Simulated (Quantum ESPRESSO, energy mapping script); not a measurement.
# Predicting a coupling of MnS from a short series in U

How does exchange in MnS follow U? One row of the series is withheld as a test of the fit.

Method: PBE+U; plane waves, U on orthogonalised atomic orbitals unless named otherwise, collinear spin, no spin–orbit coupling, in Quantum ESPRESSO 7.5.

The database entry behind the starting cell differs from later determinations by our own check (an axis about 0.2 % short against later determinations), so it need not match the best structure at ambient conditions.

## (1) Starting point

It takes space group Fm-3m (No. 225, cubic). Conventional cell: a = 5.209 Å, b = 5.209 Å, c = 5.209 Å, α = 90.00°, β = 90.00°, γ = 90.00°. Mn has 6 S at 2.60 Å nearest. S has 6 Mn at 2.60 Å nearest. Farther neighbours and most contacts between anions are not listed.

The potential files are GBRV's for PBE; pw.x takes the functional from them.

## (2) One run of the series

Contents of pw.in:

```
&control
  calculation = 'scf'
  prefix = 'pw'
  outdir = './tmp/'
  pseudo_dir = './pseudo/'
  verbosity = 'low'
/
&system
  ibrav = 0
  nat = 4
  ntyp = 3
  ecutwfc = 45
  ecutrho = 360
  nbnd = 33
  occupations = 'smearing'
  smearing = 'fd'
  degauss = 0.00367493
  nspin = 2
  starting_magnetization(1) = 0.3000
  starting_magnetization(2) = -0.3000
/
&electrons
  conv_thr = 1.0e-08
  electron_maxstep = 120
  mixing_beta = 0.3
  mixing_mode = 'plain'
/
ATOMIC_SPECIES
  Mn1 54.9380 Mn.upf
  Mn2 54.9380 Mn.upf
  S 32.0600 S.upf
CELL_PARAMETERS angstrom
  0.00000000 -2.60450000 -2.60450000
  -2.60450000 0.00000000 -2.60450000
  2.60450000 2.60450000 -5.20900000
ATOMIC_POSITIONS crystal
  Mn1 0.50000000 0.50000000 0.50000000
  Mn2 0.00000000 0.00000000 0.00000000
  S 0.75000000 0.75000000 0.75000000
  S 0.25000000 0.25000000 0.25000000
K_POINTS automatic
  7 7 7 0 0 0
HUBBARD {ortho-atomic}
U Mn1-3d 1
U Mn2-3d 1
```

Started as:

```console
$ OMP_NUM_THREADS=1 mpirun -n 8 pw.x -nk 8 -in pw.in > pw.out
```

The program printed:

```text
Program PWSCF v.7.5 starts
[...]
unit-cell volume          =     476.9026 (a.u.)^3
     number of atoms/cell      =            4
[...]
number of electrons       =        42.00
     number of Kohn-Sham states=           33
     kinetic-energy cutoff     =      45.0000  Ry
     charge density cutoff     =     360.0000  Ry
     scf convergence threshold =      1.0E-08
[...]
xc contribution           =     -70.45790301 Ry
     ewald contribution        =    -282.98656422 Ry
     Hubbard energy            =       0.03248709 Ry
     total magnetization       =    -0.00 Bohr mag/cell
     absolute magnetization    =     9.12 Bohr mag/cell
     convergence has been achieved in  12 iterations
=------------------------------------------------------------------------------=
   JOB DONE.
=------------------------------------------------------------------------------=
[key lines of the parts left out:]
!    total energy              =    -470.74139282 Ry
the Fermi energy is    10.3438 ev
```

Elapsed: 24 s, on 8 MPI ranks of Intel Xeon Platinum 8375C at 2.90GHz (Ice Lake), shared host; peak memory 1.1 GiB; 3.1 min of CPU time.

At each step 5 orders with opposed moments are measured from the parallel order and fitted to E = −Σ J e·e over ordered pairs of unit vectors. The series follows the Mn–Mn pairs, 5.21 Å apart in the run shown.

## (3) The series

| U (eV) | J (meV) | largest moment (μB) |
| --- | --- | --- |
| 1 | -8.59 | 4.37 |
| 2 | ? | ? |
| 3 | -4.88 | 4.48 |
| 4 | -3.49 | 4.51 |
| 5 | -2.38 | 4.53 |
| 6 | -1.5 | 4.56 |
| 7 | -0.803 | 4.58 |

Wanted: J at U = 2.

## (4) The fit

The simplest form of superexchange, t²/(U + Δ), with Δ an offset, makes 1/|J| a straight line in U. Fitted as straight lines, ln|J| holds these rows better than 1/|J|, so take it as an empirical form: ln|J| = a + b U.

| x | y | x − x̄ | y − ȳ | fit |
| --- | --- | --- | --- | --- |
| 1 | 2.151 | -3.33 | 1.14 | 2.296 |
| 3 | 1.585 | -1.33 | 0.579 | 1.522 |
| 4 | 1.250 | -0.333 | 0.243 | 1.135 |
| 5 | 0.8671 | 0.667 | -0.139 | 0.7485 |
| 6 | 0.4055 | 1.67 | -0.601 | 0.3615 |
| 7 | -0.2194 | 2.67 | -1.23 | -0.02554 |

With x̄ = 4.333 and ȳ = 1.006, least squares gives b = Σ(x − x̄)(y − ȳ)/Σ(x − x̄)² = -0.3870 and a = ȳ − b x̄ = 2.683. At x = 2 the line gives y = 1.909, so J = -6.75 meV.

## (5) What came out

| Item | Value |
| --- | --- |
| J predicted by the fit | -6.75 meV |
| J of the withheld step | -6.65 meV |

What this shows: The fit predicts -6.75 meV and the withheld step gave -6.65 meV, a miss of 0.10 meV. The line holds the rows used within 16 % of the largest J, so the law is only rough over this range. J shrinks by a factor of 1.47 for each eV of U on average over this range. At 2 of 7 steps the fit of the energies is itself in doubt, for one or more of these reasons: some orders are gapless and others have a gap. The series was picked because its coupling changes steadily.

[Logs and program files are shortened in this print: banners, set-up blocks, solver, clock and traceback lines can be left out without a mark of their own.]

[Logs are printed without paths, hosts, clocks, repeated set-up lines and the standing remarks that a program may print on its own settings, such as how far it seeks lower states.]

[Hosts, paths, dates, database ids (printed as entryN), source tags and the programs' standing remarks are cut or masked in the printed files.]

[Where a cell is said to come from a database of computed structures, the database is the Materials Project.]
